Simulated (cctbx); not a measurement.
**A crystallographic session in cctbx: Ca3PrMn4S12**

Library: cctbx 2025.11. The data are simulated by the first script.

## 1. Simulate the data

run.py:

```python
from cctbx import adptbx, crystal, miller, sgtbx, xray
from cctbx.array_family import flex
from iotbx.shelx import hklf
from scitbx import matrix
import scitbx.random

cs = crystal.symmetry(unit_cell=(9.151, 9.151, 9.151, 90, 90, 90), space_group_symbol='Hall: -I 4 2 3')  # Im-3m
atoms = [  # label, site, U (iso, or U11 U22 U33 U12 U13 U23 in A^2), occupancy
    ("Pr1", (0, 0, 0), (0.0026, 0.0026, 0.0026, 0.0000, 0.0000, 0.0000), 1),
    ("Mn1", (0.25, 0.75, 0.25), (0.0048, 0.0048, 0.0048, -0.0004, 0.0004, -0.0004), 1),
    ("Ca1", (0, 0.5, 0), (0.0064, 0.0064, 0.0064, 0.0000, 0.0000, -0.0000), 1),
    ("S1", (0.7512, 0.2488, 0.5), (0.0046, 0.0046, 0.0047, 0.0003, 0.0000, 0.0000), 1),
]
xs = xray.structure(crystal_symmetry=cs)
for label, site, u, occ in atoms:
    u = adptbx.u_cif_as_u_star(cs.unit_cell(), u) if isinstance(u, tuple) else u
    xs.add_scatterer(xray.scatterer(label, site=site, u=u, occupancy=occ))
xs.set_inelastic_form_factors(0.71073, "sasaki")
xs.show_summary()
p1 = xs.expand_to_p1()
ms = miller.build_set(p1, anomalous_flag=True, d_min=1.1)
flex.set_random_seed(537578)
scitbx.random.set_random_seed(537578)
ms = ms.select(flex.random_double(ms.size()) < 0.95)
i = ms.structure_factors_from_scatterers(p1, algorithm="direct").f_calc().as_intensity_array().data()
i = i * 70000 / flex.max(i)
sig = flex.sqrt(i + flex.pow2(0.06 * i) + 2 ** 2)
noise = scitbx.random.variate(scitbx.random.normal_distribution())(i.size())
data = ms.array(data=i + sig * noise, sigmas=sig).set_observation_type_xray_intensity()
with open("data.hkl", "w") as f:
    data.export_as_shelx_hklf(f)
print("reflections written:", data.size(), " <I/sigma> = %.1f" % flex.mean(data.data() / data.sigmas()))
for h, a, b in list(data.sort("data"))[:12]:
    print("%4d%4d%4d %9.1f %7.1f" % (h + (a, b)))
```

```console
$ python run.py
```

```text
Number of scatterers: 4
At special positions: 4
Unit cell: (9.151, 9.151, 9.151, 90, 90, 90)
Space group: I m -3 m (No. 229)
reflections written: 2338  <I/sigma> = 6.8
   0   0   4   72759.0  4208.3
  -4   0   0   67449.2  4208.3
   0  -4   0   67229.0  4208.3
   0   4   0   63391.2  4208.3
   4   0   0   61035.6  4208.3
   4   0   4   52559.6  2915.2
  -4   0  -4   49657.4  2915.2
   0   4  -4   49548.9  2915.2
  -4   4   0   48057.8  2915.2
  -4  -4   0   48026.7  2915.2
   0  -4  -4   47582.5  2915.2
   0   4   4   47350.5  2915.2
```

Run time: 0.31 s on 1 thread of Arm Neoverse V1 (shared host), peak memory 0.07 GiB.

## 2. Refinement (right model)

run.py:

```python
import math
from cctbx import adptbx, crystal, maptbx, sgtbx, xray
from cctbx.array_family import flex
from cctbx.xray import observations
from iotbx.shelx import hklf
from scitbx.lstbx import normal_eqns_solving
from smtbx import absolute_structure, utils
from smtbx.refinement import constraints, least_squares

cs = crystal.symmetry(unit_cell=(9.151, 9.151, 9.151, 90, 90, 90), space_group_symbol='Hall: -I 4 2 3')  # Im-3m
atoms = [  # label, site, U (iso, or U11 U22 U33 U12 U13 U23 in A^2), occupancy
    ("Pr1", (0, 0, 0), 0.0200, 1),
    ("Mn1", (0.25, 0.75, 0.25), 0.0200, 1),
    ("Ca1", (0, 0.5, 0), 0.0200, 1),
    ("S1", (0.7497, 0.2503, 0.5), 0.0200, 1),
]
xs = xray.structure(crystal_symmetry=cs)
for label, site, u, occ in atoms:
    u = adptbx.u_cif_as_u_star(cs.unit_cell(), u) if isinstance(u, tuple) else u
    xs.add_scatterer(xray.scatterer(label, site=site, u=u, occupancy=occ))
xs.set_inelastic_form_factors(0.71073, "sasaki")
raw = hklf.reader(file_name="data.hkl").as_miller_arrays(crystal_symmetry=cs, anomalous=True)[0]
merged = raw.eliminate_sys_absent().merge_equivalents()
fo2 = merged.array().set_observation_type_xray_intensity()
print("Rint %.3f, %d unique reflections to %.2f A" % (merged.r_int(), fo2.size(), fo2.d_min()))
for sc in xs.scatterers():
    sc.flags.set_grad_site(True)
    sc.flags.set_grad_u_aniso(sc.flags.use_u_aniso())
    sc.flags.set_grad_u_iso(sc.flags.use_u_iso())
obs = fo2.as_xray_observations()
extra = {}
rep = constraints.reparametrisation(xs, [], utils.connectivity_table(xs), **extra)
ls = least_squares.crystallographic_ls(obs, rep, weighting_scheme=least_squares.mainstream_shelx_weighting(a=0, b=0))
print("cycle     R1     wR2    GooF  max shift (A)")
for cycle in range(8):
    ls.build_up()
    r1, wr2, goof = ls.r1_factor(cutoff_factor=2)[0], ls.wR2(), ls.goof()
    old = xs.sites_cart()
    normal_eqns_solving.levenberg_marquardt_iterations(ls, n_max_iterations=3, tau=1e-06, step_threshold=1e-7)
    big = flex.max((xs.sites_cart() - old).norms())
    print("%4d %7.4f %7.4f %7.3f %9.5f" % (cycle + 1, r1, wr2, goof, big))
    ls.build_up(objective_only=True)
    if abs(ls.wR2() - wr2) < 5e-5 and big < 5e-4:
        break
ls.build_up()
print("final R1 %.4f wR2 %.4f GooF %.3f  parameters %d  data/parameter %.1f" % (ls.r1_factor(cutoff_factor=2)[0], ls.wR2(), ls.goof(), ls.n_parameters, fo2.size() / ls.n_parameters))
cov = ls.covariance_matrix_and_annotations()
su = dict(zip(cov.annotations, (math.sqrt(max(v, 0)) for v in cov.matrix.matrix_packed_u_diagonal())))
a2 = cs.unit_cell().reciprocal_parameters()[0] ** -2
print("atom        x        y        z      Ueq    occ   su(xyz)  su(Uiso or U11)")
for sc in xs.scatterers():
    s = max(su.get(sc.label + k, 0) for k in (".x", ".y", ".z"))
    npd = "" if sc.is_positive_definite_u(cs.unit_cell()) else "  NPD"
    print("%-5s %8.5f %8.5f %8.5f %8.4f %6.3f %8.5f %7.4f%s" % ((sc.label,) + sc.site + (sc.u_iso_or_equiv(cs.unit_cell()), sc.occupancy, s, su.get(sc.label + ".uiso", su.get(sc.label + ".u11", 0) * a2), npd)))
fo = fo2.f_sq_as_f()
fc = fo.structure_factors_from_scatterers(xs, algorithm="direct").f_calc()
diff = fo.f_obs_minus_f_calc(1 / math.sqrt(ls.scale_factor()), fc).average_bijvoet_mates()
m = diff.fft_map(symmetry_flags=maptbx.use_space_group_symmetry, resolution_factor=0.25).apply_volume_scaling()
print("difference map: max %.2f min %.2f rms %.2f" % (m.statistics().max(), m.statistics().min(), m.statistics().sigma()))
peaks = m.peak_search(parameters=maptbx.peak_search_parameters(min_distance_sym_equiv=0.6, max_clusters=6)).all()
near = xs.closest_distances(peaks.sites(), distance_cutoff=4)
sps = cs.special_position_settings(min_distance_sym_equiv=0.5)
for k, (x, h) in enumerate(zip(peaks.sites(), peaks.heights())):
    ss = sps.site_symmetry(x)
    print("Q%-3d %7.4f %7.4f %7.4f %4d %7.2f  %.2f A from %s" % ((k + 1,) + tuple(t % 1 for t in ss.exact_site()) + (ss.multiplicity(), h, near.smallest_distances[k], xs.scatterers()[near.i_seqs[k]].label)))
```

```console
$ python run.py
```

```text
Rint 0.045, 45 unique reflections to 1.11 A
cycle     R1     wR2    GooF  max shift (A)
   1  0.0740  0.1768  12.722   0.01969
   2  0.0075  0.0153   1.104   0.00000
final R1 0.0075 wR2 0.0153 GooF 1.104  parameters 5  data/parameter 9.0
atom        x        y        z      Ueq    occ   su(xyz)  su(Uiso or U11)
Pr1    0.00000  0.00000  0.00000   0.0026  1.000  0.00000  0.0003
Mn1    0.25000  0.75000  0.25000   0.0049  1.000  0.00000  0.0004
Ca1    0.00000  0.50000  0.00000   0.0065  1.000  0.00000  0.0006
S1     0.75122  0.24878  0.50000   0.0047  1.000  0.00004  0.0006
difference map: max 0.12 min -0.15 rms 0.05
Q1    0.1213  0.3342  0.3342   48    0.13  1.54 A from S1
Q2    0.0000  0.1277  0.3674   48    0.12  1.55 A from S1
Q3    0.1156  0.1156  0.2440   48    0.09  1.63 A from S1
Q4    0.0556  0.1389  0.1389   48    0.06  1.54 A from S1
Q5    0.1124  0.1124  0.1124   16    0.05  1.78 A from Pr1
Q6    0.1849  0.1849  0.1849   16    0.03  1.03 A from Mn1
```

Time: 0.42 s.

## 3. Simulate the data

run.py, as its changes from the last script of this kind:

```diff
@@ -21 +21 @@
-ms = miller.build_set(p1, anomalous_flag=True, d_min=1.1)
+ms = miller.build_set(p1, anomalous_flag=True, d_min=0.84)
```

```console
$ python run.py
```

```text
Number of scatterers: 4
At special positions: 4
Unit cell: (9.151, 9.151, 9.151, 90, 90, 90)
Space group: I m -3 m (No. 229)
reflections written: 5180  <I/sigma> = 6.8
   0   0   4   77654.7  4208.3
   0   4   0   75503.1  4208.3
  -4   0   0   72812.5  4208.3
   0  -4   0   71621.8  4208.3
   4   0   0   70814.8  4208.3
   0   0  -4   64321.6  4208.3
   0   4   4   51639.6  2915.2
   0  -4   4   50974.7  2915.2
   4   4   0   50857.0  2915.2
   4   0  -4   50531.6  2915.2
   0   4  -4   50128.4  2915.2
   0  -4  -4   49665.7  2915.2
```

Time: 0.31 s.

## 4. Refinement (right model)

run.py, as its changes from the last script of this kind:

```diff
@@ -15 +15 @@
-    ("S1", (0.7497, 0.2503, 0.5), 0.0200, 1),
+    ("S1", (0.752, 0.248, 0.5), 0.0200, 1),
@@ -21,0 +22 @@
+xs.convert_to_anisotropic()
```

```console
$ python run.py
```

```text
Rint 0.050, 90 unique reflections to 0.84 A
cycle     R1     wR2    GooF  max shift (A)
   1  0.1175  0.2760  20.240   0.01053
   2  0.0063  0.0133   0.977   0.00000
final R1 0.0063 wR2 0.0133 GooF 0.977  parameters 9  data/parameter 10.0
atom        x        y        z      Ueq    occ   su(xyz)  su(Uiso or U11)
Pr1    0.00000  0.00000  0.00000   0.0024  1.000  0.00000  0.0001
Mn1    0.25000  0.75000  0.25000   0.0047  1.000  0.00000  0.0001
Ca1    0.00000  0.50000  0.00000   0.0063  1.000  0.00000  0.0002
S1     0.75119  0.24881  0.50000   0.0046  1.000  0.00002  0.0002
difference map: max 0.20 min -0.18 rms 0.06
Q1    0.0000  0.2268  0.3225   48    0.21  0.69 A from S1
Q2    0.0000  0.1727  0.2439   48    0.20  0.72 A from S1
Q3    0.0000  0.0000  0.0838   12    0.17  0.77 A from Pr1
Q4    0.0000  0.0783  0.5000   24    0.12  0.72 A from Ca1
Q5    0.0470  0.2500  0.4530   48    0.12  1.90 A from S1
Q6    0.0520  0.0520  0.2539   48    0.12  1.88 A from S1
```

Time: 0.42 s.

## 5. Simulate the data

run.py, as its changes from the last script of this kind:

```diff
@@ -21 +21 @@
-ms = miller.build_set(p1, anomalous_flag=True, d_min=0.84)
+ms = miller.build_set(p1, anomalous_flag=True, d_min=0.6)
```

```console
$ python run.py
```

```text
Number of scatterers: 4
At special positions: 4
Unit cell: (9.151, 9.151, 9.151, 90, 90, 90)
Space group: I m -3 m (No. 229)
reflections written: 14036  <I/sigma> = 6.1
   0  -4   0   73403.2  4208.3
   0   0   4   72253.4  4208.3
   4   0   0   70404.2  4208.3
   0   0  -4   68546.8  4208.3
   0   4   0   66389.6  4208.3
  -4   0   0   66059.4  4208.3
   0   4   4   52116.9  2915.2
  -4   4   0   51035.4  2915.2
   4   0  -4   49041.9  2915.2
  -4   0   4   49029.5  2915.2
   0  -4   4   47857.2  2915.2
   4   4   0   46980.2  2915.2
```

Time: 0.37 s.

## 6. Refinement (right model)

run.py, as its changes from the last script of this kind:

```diff
@@ -15 +15 @@
-    ("S1", (0.752, 0.248, 0.5), 0.0200, 1),
+    ("S1", (0.751, 0.249, 0.5), 0.0200, 1),
```

```console
$ python run.py
```

```text
Rint 0.049, 216 unique reflections to 0.60 A
cycle     R1     wR2    GooF  max shift (A)
   1  0.2211  0.4727  33.093   0.00256
   2  0.0069  0.0146   1.019   0.00000
final R1 0.0069 wR2 0.0146 GooF 1.019  parameters 9  data/parameter 24.0
atom        x        y        z      Ueq    occ   su(xyz)  su(Uiso or U11)
Pr1    0.00000  0.00000  0.00000   0.0026  1.000  0.00000  0.0000
Mn1    0.25000  0.75000  0.25000   0.0048  1.000  0.00000  0.0000
Ca1    0.00000  0.50000  0.00000   0.0064  1.000  0.00000  0.0001
S1     0.75120  0.24880  0.50000   0.0046  1.000  0.00001  0.0001
difference map: max 0.33 min -0.39 rms 0.07
Q1    0.0000  0.0000  0.2519   12    0.33  2.27 A from Ca1
Q2    0.0000  0.2500  0.5000   12    0.33  2.28 A from S1
Q3    0.0000  0.1248  0.1891   48    0.20  1.29 A from S1
Q4    0.0397  0.0954  0.0954   48    0.19  1.29 A from Pr1
Q5    0.0000  0.1877  0.3787   48    0.19  1.30 A from S1
Q6    0.1136  0.2512  0.3175   96    0.19  1.20 A from S1
```

It took 0.45 s on 1 thread of Arm Neoverse V1, with other jobs on the host, peak memory 0.09 GiB.

[Logs are printed without paths, hosts, clocks, repeated set-up lines and the standing remarks that a program may print on its own settings, such as how far it seeks lower states.]
